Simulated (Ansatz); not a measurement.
# TiRe (Pm-3m): relaxing the cell for a phonon run

Aim: bring TiRe (Pm-3m) to small forces and stress, as phonons need.

Calculated with Ansatz 0.2.0; DFT PBEsol, scalar-relativistic, plane waves, PAW; PAW set soft_1.

This is a report of a sequence of runs, with most program output left out.

## Step 1: Set-up

The structure is cubic, space group Pm-3m (No. 221). The conventional cell has a = 3.118 Å, b = 3.118 Å, c = 3.118 Å, α = 90.00°, β = 90.00°, γ = 90.00°. Nearest to Ti lie 8 Re at 2.70 Å. Re has 8 Ti at 2.70 Å nearest. Farther neighbours are not listed.

## Step 2: A coarse first look

First a cheap look: the gap decides the mesh and the occupations, the pressure tells how far the cell has to move.

Input file input.yaml:

```yaml
crystal:
  lattice:
    - [3.118, 0.0, 0.0]
    - [0.0, 3.118, 0.0]
    - [0.0, 0.0, 3.118]
  atoms:
    - { symbol: Ti, position: [0.5, 0.5, 0.5] }
    - { symbol: Re, position: [0.0, 0.0, 0.0] }
kpoints:
  mp_grid: { grid: [6, 6, 6] }
hamiltonian:
  xc: pbesol
  pseudopotentials: { kind: paw, azcp: { folder: soft_1 }, xc_functional: pbe }
scf:
  occupations: { method: gaussian, width: 0.1 }
output:
  forces: true
  stress: true
  eigenvalues: true
```

Run with:

```sh
$ ansatz run input.yaml --threads 4 --pin off --max-ram 10240MiB --backend cpu --events-out ev --progress --plain --runs-dir out
```

It took 0.76 s on 4 threads of Arm Neoverse N1, shared host; peak memory 0.29 GiB; 2 s of CPU time.

This step gave:

```yaml
pressure: -8.181 GPa
volume_per_atom: 15.16 Å³
gap_on_the_k_mesh: 0 eV
```

The coarse mesh shows no gap and a pressure of -8.2 GPa.

## Step 3: Rough relaxation

A rough relaxation comes first, because large forces or stress need no tight tolerances yet.

input.yaml, as its differences from that of step 2:

```diff
@@ -19 +19,6 @@
   eigenvalues: true
+relax:
+  adjacent_minimum: "off"
+  f_tol: 0.05
+  max_steps: 80
+  cell: { stress_tol: 0.5 }
```

It took 2.9 s on 4 threads; peak memory 0.3 GiB; 8.8 s of CPU time.

Relaxation path:

| step | energy less that of the first step (eV) | largest force component (eV/Å) | pressure (GPa) | volume (Å³) |
| --- | --- | --- | --- | --- |
| 1 | 0.0000 | 0.0000 | -8.18 | 30.31 |
| 2 | 0.0288 | 0.0000 | 13.69 | 27.85 |
| 3 | -0.0280 | 0.0000 | -0.71 | 29.34 |
| 4 | -0.0282 | 0.0000 | 0.04 | 29.25 |
| 5* | -0.0278 | 0.0000 | 0.05 | 29.25 |

Relaxation steps marked * repeat the geometry before them on a plane-wave basis chosen anew for their cell, so energy and pressure can jump there. Relaxation step 2 was tried and not accepted.

Forces are held to the 48 operations that the run works with; a distortion that breaks them can't arise in this run.

```
conventional cell, symmetrised  before  after  change
                         a (Å)   3.118  3.081  -1.2 %
                         b (Å)   3.118  3.081  -1.2 %
                         c (Å)   3.118  3.081  -1.2 %
              volume (Å³/atom)   15.16  14.63  -3.5 %
```

The relaxed structure:

```
Ti Re
1.0
     3.08124    0.00000    0.00000
     0.00000    3.08124    0.00000
     0.00000    0.00000    3.08124
Ti Re
1 1
Direct
  0.50000 0.50000 0.50000
  0.00000 0.00000 0.00000
```

This step gave:

| Property | Result |
| --- | --- |
| pressure | 0.05201 GPa |
| volume per atom | 14.63 Å³ |

In this step the volume went from 15.16 to 14.63 Å³/atom.

## Step 4: Bringing the structure to rest

The cell and atoms are relaxed, since residual forces and stress would shift the frequencies.

input.yaml, the sections that differ from step 3:

```yaml
crystal:
  lattice:
    - [3.0812401383, 0.0, 0.0]
    - [0.0, 3.0812401383, 0.0]
    - [0.0, 0.0, 3.0812401383]
  atoms:
    - { symbol: Ti, position: [0.5, 0.5, 0.5] }
    - { symbol: Re, position: [0.0, 0.0, 0.0] }
kpoints:
  mp_grid: { grid: [14, 14, 14] }
relax:
  adjacent_minimum: "off"
  f_tol: 0.005
  max_steps: 80
  cell: { stress_tol: 0.05 }
# hamiltonian, scf, output: as in step 3
```

Run time: 7.6 s. Hardware: 4 threads; peak memory 0.38 GiB.

Little changed from the start: no atom moved by 0.005 Å and no cell edge by 0.1 %.

This step gave:

```
pressure        : -0.002545 GPa
volume per atom : 14.66 Å³
```

In this step the volume went from 14.63 to 14.66 Å³/atom.

## Step 5: Tight relaxation

Phonons need a cell at rest on their own settings, so the relaxation is repeated with tight tolerances on forces and stress, using the mesh and the filling of the phonon run that follows.

input.yaml, the sections that differ from step 4:

```yaml
crystal:
  lattice:
    - [3.0833968513, 0.0, 0.0]
    - [0.0, 3.0833968513, 0.0]
    - [0.0, 0.0, 3.0833968513]
  atoms:
    - { symbol: Ti, position: [0.5, 0.5, 0.5] }
    - { symbol: Re, position: [0.0, 0.0, 0.0] }
kpoints:
  mp_grid: { grid: [16, 16, 16] }
scf:
  occupations: { method: methfessel_paxton, width: 0.2 }
relax:
  adjacent_minimum: "off"
  f_tol: 0.001
  max_steps: 60
  cell: { stress_tol: 0.01 }
# hamiltonian, output: as in step 4
```

The job ended after 9.3 s (4 threads; peak memory 0.4 GiB).

Little changed from the start: no atom moved by 0.005 Å and no cell edge by 0.1 %.

Numbers from this step:

| Item | Value |
| --- | --- |
| pressure | -3.93e-5 GPa |
| volume per atom | 14.65 Å³ |

The forces vanish by symmetry and the pressure is 0.000 GPa, within the tolerances set. The cell now holds 14.65 Å³/atom.

## Step 6: Results

| Item | Value |
| --- | --- |
| space group after relaxation (within 0.01 Å) | Pm-3m |
| lattice constant a | 3.083 Å |
| lattice constant b | 3.083 Å |
| lattice constant c | 3.083 Å |
| volume per atom | 14.7 Å³ |

What this shows: The forces vanish by symmetry and the pressure is 0.000 GPa, within the tolerances set. The cell now holds 14.65 Å³/atom. The relaxation keeps the symmetry of its start, so it says nothing on stability against lower symmetry. The runs are without spin polarisation, although the cell has an odd electron count. Spin-orbit coupling is left out, which can matter for the heavy elements here. The PAW files were made for PBE and serve the other functionals too.

[Logs are printed without paths, hosts, clocks, repeated set-up lines and the standing remarks that a program may print on its own settings, such as how far it seeks lower states.]

[Hosts, paths, dates, database ids (printed as entryN), source tags and the programs' standing remarks are cut or masked in the printed files.]
